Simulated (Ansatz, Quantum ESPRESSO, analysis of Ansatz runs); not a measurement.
# Li2SnF6 (P-31m), nudged elastic band: V_F hop (2.8 Å) (q = +1)

Aim: the barrier of one jump in Li2SnF6 (P-31m) at charge +1: V_F hop (2.8 Å). The model is a cell of 72 host atoms with 1 F taken out; F is the atom that moves.

Calculated with Ansatz 0.2.0; plane-wave PAW DFT, PBEsol; nudged elastic band between two relaxed defect structures at fixed charge in a uniform background.

## (1) The structure

The cell holds 71 atoms: 16 Li, 8 Sn and 47 F. Cell: a = 9.926 Å, b = 9.926 Å, c = 9.129 Å, α = 90.0°, β = 90.0°, γ = 120.0°. It derives from Li2SnF6 (space group P-31m). Nearest the centre at fractional (0.418, 0.582, 0.750): F71 at 1.39 Å, Li28 at 1.46 Å, F14 at 2.42 Å, F66 at 2.43 Å, Li11 at 2.48 Å, Li64 at 2.49 Å, F33 at 2.50 Å, F70 at 2.51 Å. The cell carries charge +1.

The cell's shortest repeat is 9.1 Å.

## (2) Relaxation of the start point, charge +1

A barrier is counted from a minimum, so both ends are relaxed first. Small random displacements break the symmetry of the ideal sites, so that the defect can distort if it gains by it. The charge of +1 is set by the electron count, and a uniform background keeps the cell neutral.

qp1.start/input.yaml

```yaml
crystal:
  lattice:
    - [9.92600377, 6.0e-08, 0.0]
    - [-4.96300194, 8.59617139, 0.0]
    - [0.0, 0.0, 9.12940559]
  atoms:
    - { symbol: Li, position: [0.33333333, 0.16666667, 0.25] }
    - { symbol: Li, position: [0.16666667, 0.33333333, 0.25] }
    - { symbol: Sn, position: [0.0, 0.0, 0.0] }
    - { symbol: F, position: [0.16302591, 0.16302591, 0.12665251] }
    - { symbol: F, position: [0.33697409, 0.33697409, 0.37334749] }
    - { symbol: F, position: [0.33697409, 0.0, 0.12665251] }
    - { symbol: F, position: [0.16302591, 0.0, 0.37334749] }
    - { symbol: F, position: [0.0, 0.33697409, 0.12665251] }
    - { symbol: F, position: [0.0, 0.16302591, 0.37334749] }
    - { symbol: Li, position: [0.33333333, 0.16666667, 0.75] }
    - { symbol: Li, position: [0.16666667, 0.33333333, 0.75] }
    - { symbol: Sn, position: [0.0, 0.0, 0.5] }
    - { symbol: F, position: [0.16302591, 0.16302591, 0.62665251] }
    - { symbol: F, position: [0.33697409, 0.33697409, 0.87334749] }
    - { symbol: F, position: [0.33697409, 0.0, 0.62665251] }
    - { symbol: F, position: [0.16302591, 0.0, 0.87334749] }
    - { symbol: F, position: [0.0, 0.33697409, 0.62665251] }
    - { symbol: F, position: [0.0, 0.16302591, 0.87334749] }
    - { symbol: Li, position: [0.33333333, 0.66666667, 0.25] }
    - { symbol: Li, position: [0.16666667, 0.83333333, 0.25] }
    - { symbol: Sn, position: [0.0, 0.5, 0.0] }
    - { symbol: F, position: [0.16302591, 0.66302591, 0.12665251] }
    - { symbol: F, position: [0.33697409, 0.83697409, 0.37334749] }
    - { symbol: F, position: [0.33697409, 0.5, 0.12665251] }
    - { symbol: F, position: [0.16302591, 0.5, 0.37334749] }
    - { symbol: F, position: [0.0, 0.83697409, 0.12665251] }
    - { symbol: F, position: [0.0, 0.66302591, 0.37334749] }
    - { symbol: Li, position: [0.33333333, 0.66666667, 0.75] }
    - { symbol: Li, position: [0.16666667, 0.83333333, 0.75] }
    - { symbol: Sn, position: [0.0, 0.5, 0.5] }
    - { symbol: F, position: [0.16302591, 0.66302591, 0.62665251] }
    - { symbol: F, position: [0.33697409, 0.83697409, 0.87334749] }
    - { symbol: F, position: [0.16302591, 0.5, 0.87334749] }
    - { symbol: F, position: [0.0, 0.83697409, 0.62665251] }
    - { symbol: F, position: [0.0, 0.66302591, 0.87334749] }
    - { symbol: Li, position: [0.83333333, 0.16666667, 0.25] }
    - { symbol: Li, position: [0.66666667, 0.33333333, 0.25] }
    - { symbol: Sn, position: [0.5, 0.0, 0.0] }
    - { symbol: F, position: [0.66302591, 0.16302591, 0.12665251] }
    - { symbol: F, position: [0.83697409, 0.33697409, 0.37334749] }
    - { symbol: F, position: [0.83697409, 0.0, 0.12665251] }
    - { symbol: F, position: [0.66302591, 0.0, 0.37334749] }
    - { symbol: F, position: [0.5, 0.33697409, 0.12665251] }
    - { symbol: F, position: [0.5, 0.16302591, 0.37334749] }
    - { symbol: Li, position: [0.83333333, 0.16666667, 0.75] }
    - { symbol: Li, position: [0.66666667, 0.33333333, 0.75] }
    - { symbol: Sn, position: [0.5, 0.0, 0.5] }
    - { symbol: F, position: [0.66302591, 0.16302591, 0.62665251] }
    - { symbol: F, position: [0.83697409, 0.33697409, 0.87334749] }
    - { symbol: F, position: [0.83697409, 0.0, 0.62665251] }
    - { symbol: F, position: [0.66302591, 0.0, 0.87334749] }
    - { symbol: F, position: [0.5, 0.33697409, 0.62665251] }
    - { symbol: F, position: [0.5, 0.16302591, 0.87334749] }
    - { symbol: Li, position: [0.83333333, 0.66666667, 0.25] }
    - { symbol: Li, position: [0.66666667, 0.83333333, 0.25] }
    - { symbol: Sn, position: [0.5, 0.5, 0.0] }
    - { symbol: F, position: [0.66302591, 0.66302591, 0.12665251] }
    - { symbol: F, position: [0.83697409, 0.83697409, 0.37334749] }
    - { symbol: F, position: [0.83697409, 0.5, 0.12665251] }
    - { symbol: F, position: [0.66302591, 0.5, 0.37334749] }
    - { symbol: F, position: [0.5, 0.83697409, 0.12665251] }
    - { symbol: F, position: [0.5, 0.66302591, 0.37334749] }
    - { symbol: Li, position: [0.83333333, 0.66666667, 0.75] }
    - { symbol: Li, position: [0.66666667, 0.83333333, 0.75] }
    - { symbol: Sn, position: [0.5, 0.5, 0.5] }
    - { symbol: F, position: [0.66302591, 0.66302591, 0.62665251] }
    - { symbol: F, position: [0.83697409, 0.83697409, 0.87334749] }
    - { symbol: F, position: [0.83697409, 0.5, 0.62665251] }
    - { symbol: F, position: [0.66302591, 0.5, 0.87334749] }
    - { symbol: F, position: [0.5, 0.83697409, 0.62665251] }
    - { symbol: F, position: [0.5, 0.66302591, 0.87334749] }
total_charge: 1
basis:
  ecutwfc: 420
  xc_grid: 2
hamiltonian:
  xc: pbesol
kpoints:
  mp_grid: { grid: [1, 1, 1], shift: [0.25, 0.25, 0.25] }
scf:
  occupations: { method: fixed }
  max_iter: 120
output:
  forces: true
relax:
  f_tol: 0.02
  max_steps: 70
  random_displacement: { amplitude: 0.03, seed: 2624 }
```

Run with:

```console
> ansatz run input.yaml --threads 16 --pin off --max-ram 26378MiB --backend cpu --events-out ev --progress --plain --runs-dir out
```

Log:

```text
The last accepted step is kept in <dir> (removed where the run ends without a failure and the disk answers)
Engine: ansatz 0.2.0, aarch64-unknown-linux-gnu
Pseudopotentials: kind: paw
Pseudopotential: Li, paw, valence charge 3, recommended cutoff 420 eV (normal), Li.paw.azcp
Pseudopotential: Sn, paw, valence charge 14, recommended cutoff 420 eV (normal), Sn.paw.azcp
Pseudopotential: F, paw, valence charge 7, recommended cutoff 420 eV (normal), F.paw.azcp
Functional definition: PBEsol
  exchange = pbesol_x
  correlation = pbesol_c
Crystal: 71 atoms, lattice volume = 778.972 Å³
Basis set: ecut = 420 eV, 15259 PW (Γ), exchange–correlation on 144×144×128 points (8 copies of the dense FFT grid, shifted against one another)
Bands: 315, of which v1, the nominal top of the filled ones, is band 244 counted from 1 (243 counted from 0)
Symmetry: 1 space group operations
k-points: 1
Non-local potential: Li, projectors of the file, l = 0: 3, l = 1: 2, l = 2: 1
Non-local potential: Sn, projectors of the file, l = 0: 2, l = 1: 2, l = 2: 2, l = 3: 2
Non-local potential: F, projectors of the file, l = 0: 2, l = 1: 2, l = 2: 1
PAW form: soft (Blöchl's): semilocal exchange-correlation on the pseudo side does not see the compensation charge
PAW frozen core: Sn, regenerated for the run's functional, and the local potential with it (the file was generated under x = pbe(κ = 0.804, μ = 0.219515), c = pbe(β = 0.066725))
PAW frozen core: F, regenerated for the run's functional, and the local potential with it (the file was generated under x = pbe(κ = 0.804, μ = 0.219515), c = pbe(β = 0.066725))
PAW one-centre angular grid: Li, 110 points (default); XC on 64 Gauss nodes
PAW one-centre angular grid: Sn, 590 points (default); XC on 64 Gauss nodes
PAW one-centre angular grid: F, 110 points (default); XC on 64 Gauss nodes
Initial density: superposition of atomic densities (neutral atoms scaled as one to the charged cell's electrons: chi_scale 0, normalization atom), corrected by the library's trained network
Initial wavefunctions: pseudopotential atomic-orbital guess
Functional: x = pbesol(κ = 0.804, μ = 0.123457), c = pbesol(β = 0.046)
SCF iter   1: F=—  HF=-88533.749172 eV  |F-HF|=—  |Δ(HF+E_count)|=         —  Δρ=1.09e-2  dr2=1.13e0  ethr=1.77e-3  ⟨swp⟩=5.0  Hψ=1013  notcnv=0  defer=69
preconditioner: auto → Resta (q_TF=auto, 2.524 Å⁻¹)  ε∞=2.9  [insulator: Δε(μ)=3.174 eV  Ē_g=20.514 eV  n_scr=198 (ndim 8)  ℏωp=28.4 eV  f_vac=0.055  ε∞_Penn≈2.9]
SCF iter   2: F=—  HF=-88533.416153 eV  |F-HF|=—  |Δ(HF+E_count)|=   3.33e-1  Δρ=3.42e-3  dr2=2.40e-1  ethr=2.31e-4  ⟨swp⟩=3.0  Hψ=557  notcnv=0  defer=69
SCF iter   3: F=—  HF=-88533.342048 eV  |F-HF|=—  |Δ(HF+E_count)|=   7.41e-2  Δρ=1.95e-3  dr2=6.39e-2  ethr=4.92e-5  ⟨swp⟩=3.0  Hψ=442  notcnv=0  defer=69
SCF iter   4: F=—  HF=-88533.323112 eV  |F-HF|=—  |Δ(HF+E_count)|=   1.89e-2  Δρ=7.85e-4  dr2=4.94e-3  ethr=1.31e-5  ⟨swp⟩=3.0  Hψ=557  notcnv=0  defer=69
SCF iter   5: F=—  HF=-88533.323304 eV  |F-HF|=—  |Δ(HF+E_count)|=   1.92e-4  Δρ=5.41e-4  dr2=1.58e-3  ethr=1.01e-6  ⟨swp⟩=3.0  Hψ=617  notcnv=0  defer=69
SCF iter   6: F=—  HF=-88533.323301 eV  |F-HF|=—  |Δ(HF+E_count)|=   2.98e-6  Δρ=1.19e-4  dr2=9.78e-5  ethr=3.24e-7  ⟨swp⟩=2.0  Hψ=482  notcnv=0  defer=69
SCF iter   7: F=—  HF=-88533.323420 eV  |F-HF|=—  |Δ(HF+E_count)|=   1.20e-4  Δρ=3.97e-5  dr2=1.26e-5  ethr=2.00e-8  ⟨swp⟩=2.0  Hψ=498  notcnv=0  defer=69
SCF iter   8: F=-88533.323440 eV  HF=-88533.323441 eV  |F-HF|=1.06e-6  |Δ(HF+E_count)|=   2.11e-5  Δρ=3.33e-5  dr2=5.59e-6  ethr=2.05e-9  ⟨swp⟩=4.0  Hψ=889  notcnv=0
SCF 1 converged in 8 iterations: F = -88533.323440 eV  dr2 = 5.59e-6
  greatest PAW one-centre occupation: 1.000 electrons in one spin orbital (limit 2), on the Li atom at site 53 (counted from 0), in its partial waves of l = 0
relax step   1: F+E_penalty+E_count = -88533.32344039 eV  Δ(F+E_penalty+E_count) = +0.000e0 eV  max|allowed force component| = 3.166e0 eV/Å  Δτ_max = 0.0000 Å  (8 SCF iters, dr2 threshold 1.00e-5 eV, accepted)
[... the SCF cycles and remarks between the steps are left out from here to the last step ...]
relax step   2: F+E_penalty+E_count = -88534.49379103 eV  Δ(F+E_penalty+E_count) = -1.170e0 eV  max|allowed force component| = 7.623e-1 eV/Å  Δτ_max = 0.1948 Å  (7 SCF iters, dr2 threshold 1.00e-4 eV, accepted)
relax step   3: F+E_penalty+E_count = -88534.85502300 eV  Δ(F+E_penalty+E_count) = -3.612e-1 eV  max|allowed force component| = 2.691e-1 eV/Å  Δτ_max = 0.1483 Å  (7 SCF iters, dr2 threshold 3.63e-5 eV, accepted)
relax step   4: F+E_penalty+E_count = -88534.89818209 eV  Δ(F+E_penalty+E_count) = -4.316e-2 eV  max|allowed force component| = 6.712e-2 eV/Å  Δτ_max = 0.0504 Å  (6 SCF iters, dr2 threshold 4.53e-6 eV, accepted)
SCF iter   1: F=—  HF=-88534.910707 eV  |F-HF|=—  |Δ(HF+E_count)|=         —  Δρ=2.27e-3  dr2=1.96e-2  ethr=8.01e-5  ⟨swp⟩=5.0  Hψ=580  notcnv=0  defer=69
SCF iter   2: F=—  HF=-88534.908849 eV  |F-HF|=—  |Δ(HF+E_count)|=   1.86e-3  Δρ=1.12e-3  dr2=4.87e-3  ethr=4.02e-6  ⟨swp⟩=2.0  Hψ=556  notcnv=0  defer=69
SCF iter   3: F=—  HF=-88534.908986 eV  |F-HF|=—  |Δ(HF+E_count)|=   1.37e-4  Δρ=3.97e-4  dr2=8.80e-4  ethr=9.98e-7  ⟨swp⟩=2.0  Hψ=487  notcnv=0  defer=69
SCF iter   4: F=—  HF=-88534.908826 eV  |F-HF|=—  |Δ(HF+E_count)|=   1.60e-4  Δρ=1.00e-4  dr2=6.36e-5  ethr=1.80e-7  ⟨swp⟩=2.0  Hψ=457  notcnv=0  defer=65
SCF iter   5: F=—  HF=-88534.908227 eV  |F-HF|=—  |Δ(HF+E_count)|=   5.99e-4  Δρ=3.04e-5  dr2=5.22e-6  ethr=1.30e-8  ⟨swp⟩=2.0  Hψ=485  notcnv=0  defer=62
SCF iter   6: F=—  HF=-88534.908231 eV  |F-HF|=—  |Δ(HF+E_count)|=   3.73e-6  Δρ=1.81e-5  dr2=1.53e-6  ethr=1.07e-9  ⟨swp⟩=2.0  Hψ=495  notcnv=0  defer=62
SCF iter   7: F=—  HF=-88534.908231 eV  |F-HF|=—  |Δ(HF+E_count)|=   1.26e-8  Δρ=4.23e-6  dr2=1.03e-7  ethr=3.14e-10  ⟨swp⟩=2.0  Hψ=465  notcnv=0  defer=62
SCF iter   8: F=-88534.908231 eV  HF=-88534.908231 eV  |F-HF|=4.38e-9  |Δ(HF+E_count)|=   1.18e-7  Δρ=1.74e-6  dr2=1.56e-8  ethr=2.05e-11  ⟨swp⟩=4.0  Hψ=880  notcnv=0
SCF 5 converged in 8 iterations: F = -88534.908231 eV  dr2 = 1.56e-8
relax step   5: F+E_penalty+E_count = -88534.90823130 eV  Δ(F+E_penalty+E_count) = -1.005e-2 eV  max|allowed force component| = 1.624e-2 eV/Å  Δτ_max = 0.0316 Å  (8 SCF iters, accepted)
SCF converged after 8 iterations
Free energy (F): -88534.908231 eV
Harris-Foulkes:  -88534.908231 eV  (|F-HF|=4.38e-9)
Internal energy: -88534.908231 eV  (E = F + TS)
E sigma→0 (E₀):  -88534.908231 eV
Fermi energy:    1.746562 eV
--- Per-component energies (eV) ---
  E_band       = -4211.117612
  E_kinetic    = 11550.541855
  E_local      = -37647.869082  (includes V_loc(G=0)·N_el)
  E_nonlocal   = 2725.016504
  E_hartree    = 15584.368941
  E_xc         = -6859.382235
  E_vxc        = -5718.386496  (∫ρ·V_xc dr)
  E_paw        = -42047.816490  (= ΣΔE_a)
  E_vpaw       = -6289.260394  (= ΣTr[D̂ρ^β])
  E_aug_tail   = 0.097479  (compensation charges beyond the density's cutoff)
  E_ewald      = -31844.138725
  E_core_change = 4.273522  (= ΣΔE_core)
  E_smearing   = -0.000000  (= −TS)
  E_closure    = 0.000000  (closes the sum)
  E_deformation_potential = 13.342366  (in the stress; not in F)
  Σ components = -88534.908231   (vs F -88534.908231, Δ=0.00e0)
--- Forces (eV/Å), atoms counted from 1 ---
  atom   1  Li    -0.00568239     0.00215390    -0.00365565
  atom   2  Li     0.00282628    -0.01087783     0.00276169
  [... 8 atoms left out ...]
  atom  11  Li     0.00163758     0.00535555     0.01146984
  [... 2 atoms left out ...]
  atom  14  F     -0.00525178    -0.00452077    -0.00201004
  [... 13 atoms left out ...]
  atom  28  Li     0.00167898    -0.00404251     0.01180027
  [... 4 atoms left out ...]
  atom  33  F      0.00013572     0.00037307     0.00199823
  [... 22 atoms left out ...]
  atom  56  Sn     0.00887266    -0.00029465     0.01624259
  [... 7 atoms left out ...]
  atom  64  Li     0.00075849     0.00418744     0.00824033
  atom  65  Sn    -0.00674585    -0.00041503    -0.01414591
  atom  66  F      0.00022259    -0.00405793    -0.00066637
  [... 3 atoms left out ...]
  atom  70  F     -0.00069719    -0.00007005    -0.00266108
  atom  71  F     -0.00444557     0.00482657    -0.00268515
  max |Σ_I F_I| component: 1.21e-5 eV/Å
--- Relaxed structure (5 steps of the walk, 5 accepted, 0 SCFs on fresh bases) ---
  F+E_penalty+E_count = -88534.90823130 eV   max|allowed force component| = 1.624e-2 eV/Å
  atoms:
    - { symbol: Li, position: [0.330896, 0.163102, 0.247305] }
    - { symbol: Li, position: [0.163461, 0.334118, 0.248082] }
    [... 8 atoms left out ...]
    - { symbol: Li, position: [0.144916, 0.315522, 0.767519] }
    [... 2 atoms left out ...]
    - { symbol: F, position: [0.334821, 0.342505, 0.863996] }
    [... 13 atoms left out ...]
    - { symbol: Li, position: [0.329447, 0.684591, 0.767579] }
    [... 4 atoms left out ...]
    - { symbol: F, position: [0.165871, 0.500045, 0.871458] }
    [... 22 atoms left out ...]
    - { symbol: Sn, position: [0.497064, 0.500066, -0.002789] }
    [... 7 atoms left out ...]
    - { symbol: Li, position: [0.664145, 0.835643, 0.750763] }
    - { symbol: Sn, position: [0.530493, 0.500075, 0.479107] }
    - { symbol: F, position: [0.654292, 0.656699, 0.625415] }
    [... 3 atoms left out ...]
    - { symbol: F, position: [0.493680, 0.834298, 0.628103] }
    - { symbol: F, position: [0.492342, 0.657622, 0.864006] }
```

It took 18 s on 16 threads of Arm Neoverse V2, shared host; peak memory 1.6 GiB.

Relaxation path:

| step | energy less that of the first step (eV) | largest force component (eV/Å) |
| --- | --- | --- |
| 1 | 0.0000 | 3.1662 |
| 2 | -1.1704 | 0.7623 |
| 3 | -1.5316 | 0.2691 |
| 4 | -1.5747 | 0.0671 |
| 5 | -1.5848 | 0.0162 |

The atoms that moved most (Å, from the sites as typed, ahead of the random displacement, the mean shift of all atoms taken out):

| atom | dx | dy | dz | length |
| --- | --- | --- | --- | --- |
| Sn65 | 0.306 | 0.000 | -0.189 | 0.359 |
| F60 | 0.255 | 0.000 | -0.145 | 0.293 |
| Li28 | -0.124 | 0.153 | 0.162 | 0.256 |
| Li11 | -0.124 | -0.154 | 0.162 | 0.255 |
| Li54 | 0.090 | 0.044 | -0.109 | 0.148 |
| Li37 | 0.090 | -0.045 | -0.109 | 0.148 |
| F71 | -0.046 | -0.047 | -0.083 | 0.106 |
| F14 | -0.046 | 0.047 | -0.084 | 0.106 |

Neighbours of F71 at the end:

| atom | distance (Å) |
| --- | --- |
| Li28 | 1.973 |
| Sn56 | 2.000 |
| Li64 | 2.021 |
| F14 | 2.709 |
| F66 | 2.710 |
| F70 | 2.773 |
| F69 | 2.806 |
| F33 | 2.808 |
| F24 | 2.861 |

Read from the output:

```
free energy                                                                                       : -88534.9082 eV
r.m.s. move of the farther half of the atoms                                                      : 0.04731 Å
largest move from the ideal geometry of this structure, a common shift of the far atoms taken out : 0.3479 Å
```

The relaxation gained 1.585 eV and ended with a largest force component of 0.016 eV/Å.

[end of part 1 of 5]

[Long decimals in the printed logs are rounded to 6 places.]

[Repeated set-up lines and some long k-point lines are left out of the logs, and relaxed atomic positions are cut to six decimals.]

[Logs are printed without paths, hosts, clocks, repeated set-up lines and the standing remarks that a program may print on its own settings, such as how far it seeks lower states.]

[Hosts, paths, dates, database ids (printed as entryN), source tags and the programs' standing remarks are cut or masked in the printed files.]
